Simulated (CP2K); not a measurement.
The C K edge of 2-vinylimidazole was computed by TDDFT (CP2K XAS_TDP, aug-cc-pVDZ, TDA) at these levels: PBE, PBEh(45%) and PBEh(45%) + GW2X. The first three lines of C1 (bonded to C and 2 H) with a strength over 0.0015, energy in eV and strength:

| run | first | second | third |
| --- | --- | --- | --- |
| 1 | 267.62 (0.023) | 271.13 (0.005) | 271.66 (0.002) |
| 2 | 286.37 (0.049) | 290.06 (0.007) | 290.67 (0.002) |
| 3 | 280.48 (0.050) | 284.17 (0.007) | 284.79 (0.002) |

**Question.** Which run is which?

Run 1: PBE (0 % exact exchange). Run 2: PBEh(45%) + GW2X (45 % exact exchange). Run 3: PBEh(45%) (45 % exact exchange). Self-interaction lifts the core level, so the uncorrected lines rise with the share of exact exchange. The GW2X run keeps the spacings of its parent: 3.69 eV between the first two lines in run 2, 3.69 eV in run 3. Its shift is +5.89 eV, since the Kohn–Sham level at this share of exchange lies that far above the quasiparticle level.

[Hosts, paths, dates, database ids (printed as entryN), source tags and the programs' standing remarks are cut or masked in the printed files.]
